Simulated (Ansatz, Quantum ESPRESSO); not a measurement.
# Lattice dynamics of CdF2 (Fm-3m) in two programs

Wanted: phonon bands, density of states and zone-centre response of CdF2 (Fm-3m).

Method: DFT LDA, scalar-relativistic, plane waves, GBRV ultrasoft pseudopotentials, in Quantum ESPRESSO 7.5.

This is a report of a sequence of runs, with the program logs left out and the cost of each run kept.

## 1. The system as given

Symmetry: Fm-3m, No. 225, cubic system. Conventional cell: a = 5.388 Å, b = 5.388 Å, c = 5.388 Å, α = 90.00°, β = 90.00°, γ = 90.00°. Cd has 8 F at 2.33 Å nearest. F has 4 Cd at 2.33 Å nearest. Farther neighbours, and contacts between anions beyond the nearest, are not listed.

## 2. A first look

Before anything dear is run, a loose run with smearing shows whether this is a metal and how far the cell is from rest.

The input, probe.in:

```
 &control
    calculation='scf',
    prefix='x',
    outdir='./tmp',
    pseudo_dir='./pseudo',
    tprnfor=.true.,
    tstress=.true.,
    verbosity='high',
 /
 &system
    ibrav=2,
    celldm(1)=10.18184436,
    nat=3,
    ntyp=2,
    ecutwfc=45.0,
    ecutrho=270.0,
    occupations='smearing',
    smearing='gaussian',
    degauss=0.01,
 /
 &electrons
    conv_thr=1.0d-07,
    mixing_beta=0.7,
    electron_maxstep=100,
 /
ATOMIC_SPECIES
 Cd    112.4140  Cd.upf
 F      18.9984  F.upf
ATOMIC_POSITIONS crystal
 Cd     0.000000000   0.000000000   0.000000000
 F      0.750000000   0.750000000   0.750000000
 F      0.250000000   0.250000000   0.250000000
K_POINTS automatic
 6 6 6 0 0 0
```

Command:

```bash
$ OMP_NUM_THREADS=1 mpirun -n 4 pw.x -nk 4 -in probe.in > probe.out
```

Wall time 3.3 s (4 MPI ranks of Intel Xeon Platinum 8559C (Emerald Rapids), shared host); peak memory of a rank 0.07 GiB.

Numbers from this step:

```yaml
volume_per_atom: 13.03 Å³
pressure: -5.086 GPa
gap_on_the_k_mesh: 2.776 eV
```

A gap of 2.8 eV opens on this mesh, so the crystal is taken as an insulator; the start stands at -5.1 GPa.

## 3. Relaxing the cell and atoms

Frequencies change by per cents with a per cent of volume, so the structure is first brought to rest at this level of theory.

The input, relax.in:

```
 &control
    calculation='vc-relax',
    prefix='x',
    outdir='./tmp',
    pseudo_dir='./pseudo',
    tprnfor=.true.,
    tstress=.true.,
    forc_conv_thr=2.0d-05,
    etot_conv_thr=1.0d-07,
    nstep=40,
 /
 &system
    ibrav=2,
    celldm(1)=10.18184436,
    nat=3,
    ntyp=2,
    ecutwfc=45.0,
    ecutrho=270.0,
    occupations='fixed',
    nbnd=15,
 /
 &electrons
    conv_thr=1.0d-11,
    mixing_beta=0.7,
    electron_maxstep=100,
 /
 &ions
 /
 &cell
    press_conv_thr=0.1,
 /
ATOMIC_SPECIES
 Cd    112.4140  Cd.upf
 F      18.9984  F.upf
ATOMIC_POSITIONS crystal
 Cd     0.000000000   0.000000000   0.000000000
 F      0.750000000   0.750000000   0.750000000
 F      0.250000000   0.250000000   0.250000000
K_POINTS automatic
 6 6 6 0 0 0
```

Command:

```bash
$ OMP_NUM_THREADS=1 mpirun -n 4 pw.x -nk 4 -in relax.in > relax.out
```

The job ended after 10 s (4 MPI ranks; peak memory of a rank 0.07 GiB).

Step by step:

| step | energy less that of the first step (eV) | largest force (eV/Å) | pressure (GPa) | volume (Å³) |
| --- | --- | --- | --- | --- |
| 1 | 0.0000 | 0.0000 | -5.07 | 39.10 |
| 2 | -0.0229 | 0.0000 | -2.29 | 38.10 |
| 3 | -0.0281 | 0.0000 | 0.21 | 37.31 |
| 4 | -0.0282 | 0.0000 | -0.01 | 37.38 |
| 5 | -0.0282 | 0.0000 | 0.00 | 37.38 |
| 6 | -0.0275 | 0.0000 | 0.07 | 37.38 |

| conventional cell, symmetrised | before | after | change |
| --- | --- | --- | --- |
| a (Å) | 5.388 | 5.307 | -1.5 % |
| b (Å) | 5.388 | 5.307 | -1.5 % |
| c (Å) | 5.388 | 5.307 | -1.5 % |
| volume (Å³/atom) | 13.03 | 12.46 | -4.4 % |

The relaxed structure:

```cif
data_structure
_symmetry_space_group_name_H-M 'P 1'
_symmetry_Int_Tables_number 1
_cell_length_a 3.7530
_cell_length_b 3.7530
_cell_length_c 3.7530
_cell_angle_alpha 60.000
_cell_angle_beta 60.000
_cell_angle_gamma 60.000
_cell_volume 37.38
loop_
_atom_site_label
_atom_site_type_symbol
_atom_site_fract_x
_atom_site_fract_y
_atom_site_fract_z
_atom_site_occupancy
Cd1 Cd 0.00000 0.00000 0.00000 1
F2 F 0.75000 0.75000 0.75000 1
F3 F 0.25000 0.25000 0.25000 1
```

The last row of the table of steps is pw.x's closing run on a basis chosen anew for the final cell, so its energy can jump.

This step gave:

```
volume per atom   : 12.46 Å³
pressure          : 0.074 GPa
gap on the k-mesh : 2.934 eV
```

The volume changes by -4.4 % from the cell with which this run began.

## 4. Self-consistent run for the response

The response is built on this ground state, so it is converged far tighter than an energy would need. With a gap, occupations are fixed, which also allows the response to an electric field.

The input, scf.in:

```
 &control
    calculation='scf',
    prefix='x',
    outdir='./tmp',
    pseudo_dir='./pseudo',
    tprnfor=.true.,
    tstress=.true.,
 /
 &system
    ibrav=2,
    celldm(1)=10.02971818,
    nat=3,
    ntyp=2,
    ecutwfc=45.0,
    ecutrho=270.0,
    occupations='fixed',
    nbnd=15,
 /
 &electrons
    conv_thr=1.0d-12,
    mixing_beta=0.7,
    electron_maxstep=100,
 /
ATOMIC_SPECIES
 Cd    112.4140  Cd.upf
 F      18.9984  F.upf
ATOMIC_POSITIONS crystal
 Cd     0.000000000   0.000000000   0.000000000
 F      0.750000000   0.750000000   0.750000000
 F      0.250000000   0.250000000   0.250000000
K_POINTS automatic
 8 8 8 0 0 0
```

Command:

```bash
$ OMP_NUM_THREADS=1 mpirun -n 4 pw.x -nk 4 -in scf.in > scf.out
```

Elapsed: 5.4 s, on 4 MPI ranks; peak memory of a rank 0.07 GiB; 18 s of CPU time.

Numbers from this step:

| Quantity | Value |
| --- | --- |
| pressure | 0.073 GPa |
| gap on the k-mesh | 2.912 eV |

The cell stands at 0.073 GPa, close enough for phonons.

## 5. Linear response on the mesh

Linear response treats each wavevector in the unit cell, with no supercell; the 4×4×4 mesh fixes the range of the force constants to be had.

The input, ph.in:

```
phonons
 &inputph
    prefix='x',
    outdir='./tmp',
    fildyn='x.dyn',
    tr2_ph=1.0d-18,
    epsil=.true.,
    ldisp=.true.,
    nq1=4,
    nq2=4,
    nq3=4,
 /
```

Command:

```bash
$ OMP_NUM_THREADS=1 mpirun -n 4 ph.x -nk 4 -in ph.in > ph.out
```

Elapsed: 47 min, on 4 MPI ranks; peak memory of a rank 0.09 GiB.

Numbers from this step:

```
miss of the charge sum rule                                        : 9.50e-4 e
largest acoustic frequency at the zone centre before the sum rule  : -9.16 cm⁻¹
highest optical zone-centre mode (no LO-TO term)                   : 317.9 cm⁻¹
lowest optical zone-centre mode                                    : 239.4 cm⁻¹
mean high-frequency dielectric constant                            : 2.927
largest Born charge in size (third of the trace)                   : 2.449 e
lowest mode on the q mesh (acoustic ones at the zone centre apart) : 61.7 cm⁻¹
```

Frequencies (cm⁻¹) at each irreducible wavevector; negative means imaginary. Frequencies by wavevector:

| q (fractions) | star | mode 1 | mode 2 | mode 3 | mode 4 | mode 5 | mode 6 | mode 7 | mode 8 | mode 9 |
| --- | --- | --- | --- | --- | --- | --- | --- | --- | --- | --- |
| 0 0 0 | 1 | -9.2 | -9.2 | -9.2 | 239.4 | 239.4 | 239.4 | 317.9 | 317.9 | 317.9 |
| 0 0 0.25 | 8 | 63.2 | 63.2 | 125.4 | 250.2 | 250.2 | 311.2 | 311.2 | 312.2 | 378.6 |
| 0 0 -0.5 | 4 | 87.9 | 87.9 | 187.8 | 266.3 | 266.3 | 299.8 | 299.8 | 306.9 | 361.1 |
| 0 0.25 0.25 | 6 | 61.7 | 61.7 | 149 | 206.6 | 206.6 | 246.7 | 345 | 345 | 399.7 |
| 0 0.25 -0.5 | 24 | 96.2 | 121.8 | 172.6 | 187.3 | 204.8 | 231.5 | 344.6 | 349 | 396.9 |
| 0 0.25 -0.25 | 12 | 90.8 | 103.5 | 161.7 | 185.2 | 254.1 | 288.3 | 308.6 | 337.1 | 389 |
| 0 -0.5 -0.5 | 3 | 111.1 | 111.1 | 121.5 | 159.1 | 159.1 | 199.5 | 365.7 | 365.7 | 412.7 |
| 0.25 -0.5 -0.25 | 6 | 115.4 | 140.9 | 142.5 | 158.1 | 158.1 | 292.9 | 292.9 | 376.4 | 403.4 |

Born charge (rows field, columns displacement), before the sum rule (e), principal values of the symmetric part by kind of site:

| atom | atoms with these values | low | middle | high | mean |
| --- | --- | --- | --- | --- | --- |
| Cd1 | 1 | 2.45 | 2.45 | 2.45 | 2.45 |
| F2 | 2 | -1.22 | -1.22 | -1.22 | -1.22 |

In full for F2:

```
-1.22  0.00  0.00
 0.00 -1.22  0.00
 0.00  0.00 -1.22
```

High-frequency dielectric tensor:

```
2.93 0.00 0.00
0.00 2.93 0.00
0.00 0.00 2.93
```

The acoustic modes at Γ come out as far as 9.2 cm⁻¹ from zero, where they should vanish, a small numerical error; the Born charges miss their sum rule by 9.5e-4 e, which is good.

## 6. Force constants in real space

The dynamical matrices of the mesh are Fourier-transformed to force constants in real space, after the long-range dipole part is taken out.

The input, q2r.in:

```
 &input
    fildyn='x.dyn',
    zasr='simple',
    flfrc='x.fc',
 /
```

Command:

```bash
$ q2r.x < q2r.in > q2r.out
```

Wall time 1.4 s (1 thread); peak memory 0.04 GiB.

## 7. Dispersion

From the force constants any wavevector is cheap; points of the mesh come back as solved, but for the sum rule and, in polar crystals, the LO-TO term at Γ; the rest is interpolation.

The input, matdyn.in:

```
 &input
    asr='simple',
    flfrc='x.fc',
    flfrq='x.freq',
    flvec='x.modes',
    q_in_band_form=.true.,
    q_in_cryst_coord=.true.,
 /
8
  0.0000000   0.0000000   0.0000000  12  ! GAMMA
 -0.0000000   0.5000000   0.5000000  12  ! X
 -0.0000000   0.6250000   0.3750000   1  ! U
 -0.3750000   0.3750000  -0.0000000  12  ! K
  0.0000000   0.0000000   0.0000000  12  ! GAMMA
 -0.0000000   0.5000000  -0.0000000  12  ! L
 -0.2500000   0.5000000   0.2500000  12  ! W
 -0.0000000   0.5000000   0.5000000   1  ! X
```

Command:

```bash
$ matdyn.x -in matdyn.in > matdyn.out
```

The job ended after 1.3 s (1 thread; peak memory 0.04 GiB).

This step gave:

```yaml
lowest_frequency_on_the_path: 0 cm⁻¹
```

Matdyn.x, sum rule simple. Phonon branches along the path, in cm⁻¹:

| point | branch 1 | branch 2 | branch 3 | branch 4 | branch 5 | branch 6 | branch 7 | branch 8 | branch 9 |
| --- | --- | --- | --- | --- | --- | --- | --- | --- | --- |
| Γ | 0 | 0 | 0 | 240 | 240 | 318 | 318 | 318 | 390 |
| halfway | 62 | 62 | 149 | 207 | 207 | 247 | 345 | 345 | 400 |
| X | 111 | 111 | 122 | 160 | 160 | 200 | 366 | 366 | 413 |
| halfway | 110 | 121 | 125 | 169 | 179 | 194 | 362 | 363 | 411 |
| U | 106 | 132 | 142 | 179 | 194 | 220 | 351 | 356 | 405 |
| jump to K | 106 | 132 | 142 | 179 | 194 | 220 | 351 | 356 | 405 |
| halfway | 75 | 79 | 143 | 204 | 281 | 283 | 308 | 331 | 385 |
| Γ | 0 | 0 | 0 | 240 | 240 | 318 | 318 | 318 | 390 |
| halfway | 64 | 64 | 126 | 250 | 250 | 312 | 312 | 312 | 379 |
| L | 88 | 88 | 188 | 267 | 267 | 300 | 300 | 307 | 361 |
| halfway | 98 | 125 | 172 | 199 | 204 | 295 | 298 | 354 | 390 |
| W | 116 | 142 | 143 | 158 | 158 | 293 | 293 | 377 | 404 |
| halfway | 113 | 126 | 128 | 155 | 187 | 212 | 348 | 371 | 409 |
| X | 111 | 111 | 122 | 160 | 160 | 200 | 366 | 366 | 413 |

All branches are real along the path.

## 8. Density of states

Sums over the zone need many more wavevectors than were solved, so the interpolation is sampled on a dense mesh.

The input, matdyn.in:

```
 &input
    asr='simple',
    flfrc='x.fc',
    dos=.true.,
    fldos='x.dos',
    nk1=15,
    nk2=15,
    nk3=15,
    deltaE=1.0,
 /
```

Command:

```bash
$ matdyn.x -in matdyn.in > matdyn.out
```

Elapsed: 15 s, on 1 thread; peak memory 0.06 GiB.

Numbers from this step:

| Item | Value |
| --- | --- |
| share of imaginary modes on the dense interpolated mesh | 0 |
| zero-point energy per atom | 43.21 meV |
| heat capacity at 300 K | 22.18 J/(mol atoms K) |
| vibrational entropy at 300 K | 26.81 J/(mol atoms K) |

The phonon density of states has structure finer than the step of the table below, so its rows give means over 10 cm⁻¹. Peaks (cm⁻¹: height): total 94.0: 0.0424, 134.0: 0.0275, 170.0: 0.0483, 284.0: 0.0210, 322.0: 0.0357, 390.0: 0.0388; Cd 98.0: 0.0372, 170.0: 0.0306; F 134.0: 0.0142, 234.0: 0.0215, 284.0: 0.0201, 322.0: 0.0348, 390.0: 0.035.

Tetrahedra. Phonon density of states against wavenumber; means over each step; values in 1/cm⁻¹/cell:

| wavenumber (cm⁻¹) | total | Cd | F |
| --- | --- | --- | --- |
| 10 | 7.6e-5 | 5.8e-5 | 2.1e-5 |
| 20 | 7.6e-4 | 5.7e-4 | 1.9e-4 |
| 30 | 0.00183 | 0.00139 | 4.4e-4 |
| 40 | 0.00346 | 0.00265 | 8.1e-4 |
| 50 | 0.00559 | 0.00434 | 0.00125 |
| 60 | 0.00837 | 0.00660 | 0.00177 |
| 70 | 0.0127 | 0.0102 | 0.00248 |
| 80 | 0.0201 | 0.0167 | 0.00344 |
| 90 | 0.0373 | 0.0324 | 0.00491 |
| 100 | 0.0416 | 0.0368 | 0.00479 |
| 110 | 0.0344 | 0.0306 | 0.00380 |
| 120 | 0.0178 | 0.0145 | 0.00337 |
| 130 | 0.0228 | 0.0136 | 0.00917 |
| 140 | 0.0153 | 0.00746 | 0.00787 |
| 150 | 0.0148 | 0.00844 | 0.00637 |
| 160 | 0.0295 | 0.0179 | 0.0116 |
| 170 | 0.0462 | 0.0292 | 0.0170 |
| 180 | 0.0390 | 0.0231 | 0.0159 |
| 190 | 0.0288 | 0.0111 | 0.0177 |
| 200 | 0.0247 | 0.00593 | 0.0187 |
| 210 | 0.0228 | 0.00308 | 0.0197 |
| 220 | 0.0228 | 0.00250 | 0.0203 |
| 230 | 0.0232 | 0.00230 | 0.0209 |
| 240 | 0.0224 | 0.00200 | 0.0205 |
| 250 | 0.0208 | 0.00141 | 0.0194 |
| 260 | 0.0207 | 0.00110 | 0.0196 |
| 270 | 0.0158 | 7.4e-4 | 0.0151 |
| 280 | 0.0179 | 8.1e-4 | 0.0171 |
| 290 | 0.0188 | 9.3e-4 | 0.0179 |
| 300 | 0.0112 | 4.7e-4 | 0.0108 |
| 310 | 0.0288 | 0.00112 | 0.0277 |
| 320 | 0.0337 | 9.3e-4 | 0.0327 |
| 330 | 0.0330 | 8.4e-4 | 0.0321 |
| 340 | 0.0306 | 7.9e-4 | 0.0298 |
| 350 | 0.0286 | 7.7e-4 | 0.0278 |
| 360 | 0.0276 | 8.3e-4 | 0.0268 |
| 370 | 0.0188 | 6.0e-4 | 0.0182 |
| 380 | 0.0162 | 0.00116 | 0.0151 |
| 390 | 0.0352 | 0.00290 | 0.0322 |
| 400 | 0.0325 | 9.0e-4 | 0.0316 |

Harmonic thermodynamic functions per atom, summed over the density of states scaled to three modes an atom; melting is ignored. Thermodynamic functions:

| T (K) | F_vib (meV/atom) | S (J/mol-atom/K) | C_V (J/mol-atom/K) |
| --- | --- | --- | --- |
| 0 | 43.21 | 0 | 0 |
| 50 | 42.92 | 1.981 | 4.451 |
| 100 | 40.56 | 7.373 | 11.68 |
| 200 | 27.05 | 18.32 | 19.45 |
| 300 | 3.46 | 26.81 | 22.18 |
| 400 | -27.86 | 33.37 | 23.31 |
| 500 | -65.26 | 38.64 | 23.87 |
| 600 | -107.6 | 43.02 | 24.19 |
| 700 | -154.2 | 46.77 | 24.39 |
| 800 | -204.4 | 50.03 | 24.51 |
| 900 | -257.8 | 52.92 | 24.6 |
| 1000 | -314 | 55.52 | 24.67 |

At 300 K the heat capacity has reached 89 % of the Dulong-Petit value.

## 9. Zone-centre analysis

A rigid shift of the crystal must cost nothing, but grids and finite bases break this; the acoustic sum rule is imposed before the matrix is diagonalised again. With Born charges the intensities follow, and the static dielectric tensor.

The input, dynmat.in:

```
 &input
    fildyn='x.dyn1',
    asr='simple',
    fileig='dynmat.eig',
    lperm=.true.,
 /
```

Command:

```bash
$ dynmat.x -in dynmat.in > dynmat.out
```

Run time: 1.1 s. Hardware: 1 thread; peak memory 0.06 GiB.

This step gave:

```
highest optical zone-centre mode (no LO-TO term) : 318.2 cm⁻¹
lowest optical zone-centre mode                  : 239.8 cm⁻¹
mean static dielectric constant                  : 7.76
```

Unit eigenvectors of the mass-weighted matrix after the sum rule; no LO-TO term. The modes at Γ (shares of kinetic energy by element, %):

| mode | frequency (cm⁻¹) | symmetry | Cd % | F % |
| --- | --- | --- | --- | --- |
| 1 | 0.0 | acoustic | 75 | 25 |
| 2 | 0.0 | acoustic | 75 | 25 |
| 3 | 0.0 | acoustic | 75 | 25 |
| 4 | 239.8 | T1u | 25 | 75 |
| 5 | 239.8 | T1u | 25 | 75 |
| 6 | 239.8 | T1u | 25 | 75 |
| 7 | 318.2 | T2g | 0 | 100 |
| 8 | 318.2 | T2g | 0 | 100 |
| 9 | 318.2 | T2g | 0 | 100 |

Displacements in mode 5 (239.8 cm⁻¹), the largest set to 1:
```
Cd1 -0.13 -0.02 -0.34
F2   0.37  0.06  1.00
F3   0.37  0.06  1.00
```

Displacements in mode 8 (318.2 cm⁻¹), the largest set to 1:
```
Cd1  0.00  0.00  0.00
F2   0.00  0.00  1.00
F3   0.00  0.00 -1.00
```

Degenerate modes summed, no LO-TO term. Infrared lines, with heights relative to the strongest:

| position (cm⁻¹) | lines merged | label | IR intensity, relative |
| --- | --- | --- | --- |
| 240 | 3 | T1u | 100 |
| 318 | 3 | T2g | 0.0 |

Static dielectric tensor (ions relaxed, fixed cell):

```
7.76 0.00 0.00
0.00 7.76 0.00
0.00 0.00 7.76
```

The rule also moves an optical mode by 0.3 cm⁻¹.

## 10. The sum rule changed: a sum rule for molecules or wires on a crystal

This rule also removes rotations, which suits molecules and not a crystal; it is tried to see the harm.

The input, dynmat.in:

```
 &input
    fildyn='x.dyn1',
    asr='zero-dim',
    fileig='dynmat.eig',
    lperm=.true.,
 /
```

Command:

```bash
$ dynmat.x -in dynmat.in > dynmat.out
```

Wall time 1.1 s (1 thread); peak memory 0.06 GiB.

The run ended normally, but on settings that are not sound.

The fault: a sum rule for molecules or wires on a crystal; 2 optical modes are projected out to zero frequency, as if they were rotations, and the static dielectric tensor is spoilt.

For a crystal the rule has to be 'simple' or 'crystal'.

Zone-centre frequencies as printed; negative means imaginary. Modes:

| mode | frequency (cm⁻¹) |
| --- | --- |
| 1 | 0 |
| 2 | 0 |
| 3 | 0 |
| 4 | 0 |
| 5 | 0 |
| 6 | 239.5 |
| 7 | 293.4 |
| 8 | 293.4 |
| 9 | 317.9 |

## 11. The LO-TO splitting (1 0 0)

A longitudinal polar mode sets up a macroscopic field that stiffens it; the term hangs on the direction from which q goes to zero.

The input, dynmat.in:

```
 &input
    fildyn='x.dyn1',
    asr='simple',
    fileig='dynmat.eig',
    q(1)=1.0,
    q(2)=0.0,
    q(3)=0.0,
 /
```

Command:

```bash
$ dynmat.x -in dynmat.in > dynmat.out
```

The job ended after 1.1 s (1 thread; peak memory 0.06 GiB).

This step gave:

| Property | Result |
| --- | --- |
| highest mode moved by the LO-TO term | 390.4 cm⁻¹ |

Zone-centre frequencies as printed; negative means imaginary. Modes:

| mode | frequency (cm⁻¹) |
| --- | --- |
| 1 | 0 |
| 2 | 0 |
| 3 | 0 |
| 4 | 239.8 |
| 5 | 239.8 |
| 6 | 318.2 |
| 7 | 318.2 |
| 8 | 318.2 |
| 9 | 390.4 |

The field moves one mode, from 240 to 390 cm⁻¹; the others stay.

## 12. The dispersion under another sum rule (no)

The sum rule corrects the force constants themselves, so it can shift branches at any wavevector, low ones most.

The input, matdyn.in:

```
 &input
    asr='no',
    flfrc='x.fc',
    flfrq='x.freq',
    flvec='x.modes',
    q_in_band_form=.true.,
    q_in_cryst_coord=.true.,
 /
8
  0.0000000   0.0000000   0.0000000   8  ! GAMMA
 -0.0000000   0.5000000   0.5000000   8  ! X
 -0.0000000   0.6250000   0.3750000   1  ! U
 -0.3750000   0.3750000  -0.0000000   8  ! K
  0.0000000   0.0000000   0.0000000   8  ! GAMMA
 -0.0000000   0.5000000  -0.0000000   8  ! L
 -0.2500000   0.5000000   0.2500000   8  ! W
 -0.0000000   0.5000000   0.5000000   1  ! X
```

Command:

```bash
$ matdyn.x -in matdyn.in > matdyn.out
```

The job ended after 0.93 s (1 thread; peak memory 0.06 GiB).

Numbers from this step:

```yaml
lowest_frequency_on_the_path: -9.156 cm⁻¹
```

(Part 1 of 2 ends here.)

[Long decimals in the printed logs are rounded to 6 places.]

[Host names, launcher messages, clock columns and parts of forces and stress are left out of these logs.]

[Logs are printed without paths, hosts, clocks, repeated set-up lines and the standing remarks that a program may print on its own settings, such as how far it seeks lower states.]

[Hosts, paths, dates, database ids (printed as entryN), source tags and the programs' standing remarks are cut or masked in the printed files.]

[Where Elk ran, warnings of its patched build on accuracy (core leakage, angular cutoffs, spin-orbit splittings, empty states, lower magnetic states) are left out.]

[Sessions in which a second program contradicted a gradient-corrected response are left out of this set, so agreement between programs is selected.]
